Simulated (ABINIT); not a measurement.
# Converging GW for Au2S (Pn-3m) in ABINIT, part 2 of 2

What does each rung of G0W0 on Au2S (Pn-3m) cost, and what does it buy?

ABINIT 10.8.3; LDA and many-body steps on it, plane waves. Known limits of the many-body steps: not at the basis limit; d shell near the gap, gap tends to lie low; no spin-orbit coupling; coarse k mesh.

So far. Step 3 (Screening, 2×2×2 mesh, 98 bands, screening to 76.2 eV): Local fields lower ε∞ by 12 %. On a Γ-centred mesh this coarse the value itself is usually too large, while a short band sum pulls it down. Step 4 (98 bands, 76.2 eV): The gap on the mesh goes from 1.99 eV to 2.50 eV, a correction of +0.51 eV.

## 6. 222 bands, 141.5 eV

This step: G0W0 on LDA, plane waves, norm-conserving pseudopotentials.

Input file run.abi:

```
acell 3*1.0 Angstrom
rprim 
  5.273982180000 0.000000000000 0.000000000000
  0.000000000000 5.273982180000 0.000000000000
  0.000000000000 0.000000000000 5.273982180000
ntypat 2
znucl 16 79
natom 6
typat 1 1 2 2 2 2
xred 
  -0.000000000000 0.000000000000 -0.000000000000
  0.500000000000 0.500000000000 0.500000000000
  0.250000000000 0.250000000000 0.750000000000
  0.750000000000 0.250000000000 0.250000000000
  0.250000000000 0.750000000000 0.250000000000
  0.750000000000 0.750000000000 0.750000000000
pp_dirpath "pseudos"
pseudos "S.upf, Au.upf"
ecut 28
ngkpt 2 2 2
nshiftk 1
shiftk 0 0 0
kptopt 1
chksymbreak 0
istwfk *1
occopt 1
irdwfk 1
optdriver 4
nband 222
gwcalctyp 0
ecutsigx 28
symsigma 1
nkptgw 1
kptgw 
  0.0000000000 0.0000000000 0.0000000000
bdgw 
  42 46
ecuteps 5.2
irdscr 1
ppmodel 1
indata_prefix "in"
outdata_prefix "out"
tmpdata_prefix "tmp"
```

Launch:

```
$ OMP_NUM_THREADS=1 mpirun -n 8 abinit run.abi > log
```

Numbers of over 12 decimals in the logs are rounded to 6 here.

What it wrote:

```text
.Version 10.8.3 of ABINIT. v10.8.2 released Aug 2026.

 Symmetries : space group Pn -3 m (#224); Bravais cP (primitive cubic)
[... echo of the input left out ...]
== DATASET  1 ==================================================================
-   mpi_nproc: 8, omp_nthreads: 1 (-1 if OMP is not activated)

--- !DatasetInfo
iteration_state: {dtset: 1, }
dimensions: {natom: 6, nkpt: 4, mband: 222, nsppol: 1, nspinor: 1, nspden: 1, mpw: 7088, }
cutoff_energies: {ecut:  28.0, pawecutdg:  -1.0, }
electrons: {nelect:   8.80000000E+01, charge:   0.00000000E+00, occopt:   1.00000000E+00, tsmear:   1.00000000E-02, }

 SIGMA: Calculation of the GW corrections

 Based on a program developped by R.W. Godby, V. Olevano, G. Onida, and L. Reining.
 Incorporated in ABINIT by V. Olevano, G.-M. Rignanese, and M. Torrent.
.Using double precision arithmetic ; gwpc =  8

[... cell and pseudopotentials left out ...]
--------------------------------------------------------------------------------

 ==== K-mesh for the wavefunctions ====
 Number of points in the irreducible wedge :     4
[... list of points left out ...]
 Together with 48 symmetry operations and time-reversal symmetry
 yields     8 points in the full Brillouin Zone.

 ==== Q-mesh for screening function ====
 Number of points in the irreducible wedge :     4
[... list of points left out ...]
 Together with 48 symmetry operations and time-reversal symmetry
 yields     8 points in the full Brillouin Zone.

 vcoul_init : cutoff-mode = AUXILIARY_FUNCTION
 q-points for optical limit:   1
     1)      0.000010    0.000020    0.000030
 setmesh: FFT mesh size selected  =    48x   48x   48
          total number of points  =       110592

 Number of electrons calculated from density =   88.0000; Expected =   88.0000
[...]
number of q-points in IBZ                           4
 number of symmetry operations                      48
 number of k-points in BZ                            8
 number of q-points in BZ                            8
 number of frequencies for dSigma/dE                 9
 frequency step for dSigma/dE [eV]                0.25
 number of omega for Sigma on real axis              0
 max omega for Sigma on real axis  [eV]           0.00
 zcut for avoiding poles [eV]                     0.10

 EPSILON^-1 parameters (SCR file):
 dimension of the eps^-1 matrix on file            587
 dimension of the eps^-1 matrix used               587
 number of plane-waves for wavefunctions          6979
 number of bands                                   222
 number of q-points in IBZ                           4
 number of frequencies                               2
 number of real frequencies                          1
 number of imag frequencies                          1

 matrix elements of self-energy operator (all in [eV])

 Perturbative Calculation

--- !SelfEnergy_ee
iteration_state: {dtset: 1, }
kpoint     : [   0.000,    0.000,    0.000, ]
spin       : 1
KS_gap     :    1.989
QP_gap     :    2.516
Delta_QP_KS:    0.527
data: !SigmaeeData |
     Band     E0 <VxcDFT>   SigX SigC(E0)      Z dSigC/dE  Sig(E)    E-E0       E
       42   4.579 -18.163 -21.080   2.838   0.804  -0.244 -18.227  -0.064   4.515
       43   4.579 -18.163 -21.080   2.838   0.804  -0.244 -18.227  -0.064   4.515
       44   4.579 -18.163 -21.080   2.838   0.804  -0.244 -18.227  -0.064   4.515
       45   6.568  -9.303  -5.538  -3.209   0.832  -0.203  -8.840   0.463   7.031
       46   6.568  -9.303  -5.538  -3.209   0.832  -0.203  -8.840   0.463   7.031

== END DATASET(S) ==============================================================
================================================================================

 -outvars: echo values of variables after computation  --------
           etotal      0.0000000000E+00
            nband         222
             nkpt           4
          spgroup         224
 [... the other variables as echoed above ...]

 Calculation completed.
```

Run time: 23 s. Hardware: 8 MPI ranks of Arm Neoverse N1, shared host; peak memory 2.3 GiB; 3.1 min of CPU time.

Numbers from this step:

* G0W0 gap on the points computed: 2.516 eV
* starting gap on the mesh: 1.989 eV
* k of the valence top: 0, 0, 0
* k of the conduction bottom: 0, 0, 0
* Z at the valence top: 0.804
* Z at the conduction bottom: 0.832
* least direct G0W0 gap on the computed points: 2.516 eV

Against G0W0 in ABINIT (2×2×2 mesh, 98 bands, screening to 76.2 eV, Godby-Needs plasmon pole), the gap moves by +0.017 eV.

## 7. Screening, 2×2×2 mesh, 481 bands, screening to 217.7 eV

This step: RPA screening on LDA, plane waves, norm-conserving pseudopotentials.

Edit run.abi of step 6 so:

```diff
@@ -27,15 +27,8 @@
 irdwfk 1
-optdriver 4
-nband 222
-gwcalctyp 0
-ecutsigx 28
-symsigma 1
-nkptgw 1
-kptgw 
-  0.0000000000 0.0000000000 0.0000000000
-bdgw 
-  42 46
-ecuteps 5.2
-irdscr 1
-ppmodel 1
+optdriver 3
+nband 481
+ecuteps 8
+inclvkb 2
+awtr 1
+symchi 1
 indata_prefix "in"
```

What it wrote:

```text
.Version 10.8.3 of ABINIT. v10.8.2 released Aug 2026.

 Symmetries : space group Pn -3 m (#224); Bravais cP (primitive cubic)
[... echo of the input left out ...]
== DATASET  1 ==================================================================
-   mpi_nproc: 8, omp_nthreads: 1 (-1 if OMP is not activated)

--- !DatasetInfo
iteration_state: {dtset: 1, }
dimensions: {natom: 6, nkpt: 4, mband: 481, nsppol: 1, nspinor: 1, nspden: 1, mpw: 7088, }
cutoff_energies: {ecut:  28.0, pawecutdg:  -1.0, }
[...]
--------------------------------------------------------------------------------
[... chi0 elements left out ...]
 For q-point:  0.000010 0.000020 0.000030
  dielectric constant =  10.8917
  dielectric constant without local fields =  12.5496

  Average fulfillment of the sum rule on Im[epsilon] for q-point    1 :     86.19  [%]
[... wings left out ...]
  q-point number  2        q = ( 0.500000, 0.000000, 0.000000) [r.l.u.]
--------------------------------------------------------------------------------
[... chi0 elements left out ...]
  Average fulfillment of the sum rule on Im[epsilon] for q-point    2 :     89.95  [%]

 [... 2 further q-points ...]
```

It took 11 min on 8 MPI ranks; peak memory 5 GiB.

Numbers from this step:

```
ε∞ with local fields, on this mesh, along the program's q direction : 10.89
the same without local fields                                       : 12.55
plasma frequency                                                    : 28.76 eV
plane waves in the screening matrix                                 : 1045
```

## 8. 481 bands, 217.7 eV

This step: G0W0 on LDA, plane waves, norm-conserving pseudopotentials.

Edit run.abi of step 7 so:

```diff
@@ -27,8 +27,15 @@
 irdwfk 1
-optdriver 3
+optdriver 4
 nband 481
+gwcalctyp 0
+ecutsigx 28
+symsigma 1
+nkptgw 1
+kptgw 
+  0.0000000000 0.0000000000 0.0000000000
+bdgw 
+  42 46
 ecuteps 8
-inclvkb 2
-awtr 1
-symchi 1
+irdscr 1
+ppmodel 1
 indata_prefix "in"
```

What it wrote:

```text
.Version 10.8.3 of ABINIT. v10.8.2 released Aug 2026.

 Symmetries : space group Pn -3 m (#224); Bravais cP (primitive cubic)
[... echo of the input left out ...]
== DATASET  1 ==================================================================
-   mpi_nproc: 8, omp_nthreads: 1 (-1 if OMP is not activated)

--- !DatasetInfo
iteration_state: {dtset: 1, }
dimensions: {natom: 6, nkpt: 4, mband: 481, nsppol: 1, nspinor: 1, nspden: 1, mpw: 7088, }
cutoff_energies: {ecut:  28.0, pawecutdg:  -1.0, }
[...]
44   4.579 -18.163 -21.080   2.499   0.801  -0.248 -18.498  -0.335   4.244
       45   6.568  -9.303  -5.538  -3.404   0.831  -0.204  -9.003   0.301   6.869
       46   6.568  -9.303  -5.538  -3.404   0.831  -0.204  -9.003   0.301   6.869

== END DATASET(S) ==============================================================
================================================================================

 -outvars: echo values of variables after computation  --------
           etotal      0.0000000000E+00
            nband         481
             nkpt           4
          spgroup         224
 [... the other variables as echoed above ...]

 Calculation completed.
```

Wall time 2.7 min (8 MPI ranks); peak memory 5.3 GiB; 22 min of CPU time.

Numbers from this step:

| Item | Value |
| --- | --- |
| G0W0 gap on the points computed | 2.625 eV |
| starting gap on the mesh | 1.989 eV |
| k of the valence top | 0, 0, 0 |
| k of the conduction bottom | 0, 0, 0 |
| least direct G0W0 gap on the computed points | 2.625 eV |

Against G0W0 in ABINIT (2×2×2 mesh, 222 bands, screening to 141.5 eV, Godby-Needs plasmon pole), the gap moves by +0.109 eV.

## 9. The runs together

Times are wall times on 8 MPI ranks of Arm Neoverse N1, shared host, good to a factor of about two. A run's time includes the screening step that it read.

| run | mesh | bands | screening cutoff (eV) | DFT gap (eV) | gap on the mesh (eV) | direct (eV) | ε∞ used | time |
| --- | --- | --- | --- | --- | --- | --- | --- | --- |
| 98 bands, 76.2 eV | 2×2×2 | 98 | 76.2 | 1.989 | 2.499 | 2.499 | 10.86 | 52 s |
| 222 bands, 141.5 eV | 2×2×2 | 222 | 141.5 | 1.989 | 2.516 | 2.516 | 10.90 | 2.9 min |
| 481 bands, 217.7 eV | 2×2×2 | 481 | 217.7 | 1.989 | 2.625 | 2.625 | 10.89 | 13 min |

## 10. What came out

* 98 bands, 76.2 eV: 2.499 eV
* 222 bands, 141.5 eV: 2.516 eV
* 481 bands, 217.7 eV: 2.625 eV
* known limits: not at the basis limit; d shell near the gap, gap tends to lie low; no spin-orbit coupling; coarse k mesh

**Reading.** From the first rung to the last the gap moves by +0.13 eV for 15 times the time. The steps are not yet shrinking, so no limit is drawn. In the first G0W0 run levels were corrected at 1 k point alone, so a gap called «on the mesh» is the least over those, and an edge elsewhere would be missed. The 2×2×2 mesh is coarse for this cell, which bears on the long-range parts of exchange and screening. A d shell, filled or nearly so, lies near the gap. One-shot GW converges very slowly in bands there, not always from below, and on a semilocal start the gap tends to come out low; starts rich in exact exchange can overshoot instead. The many-body steps are scalar-relativistic: spin-orbit coupling is not in them.

[Paths, hosts, dates, memory and timing lines, banners, echoed tables and standing remarks are left out of the program output.]

[Logs are printed without paths, hosts, clocks, repeated set-up lines and the standing remarks that a program may print on its own settings, such as how far it seeks lower states.]

[Runs of the session that timed out or met a known fault of the program may be left out.]

[No measured gap is set beside runs whose start may be inverted or whose files or cutoffs have a known fault.]

[Hosts, paths, dates, database ids (printed as entryN), source tags and the programs' standing remarks are cut or masked in the printed files.]

[G0W0 gaps are taken among the corrected bands and points alone; a level outside them can change the order at an edge.]

[Where Ansatz stands beside ABINIT at settings called matched, ABINIT's density can come from a denser mesh and the files from another edition; pairs whose starting gaps differed by over 0.03 eV were left out, so agreement reads better than it is.]
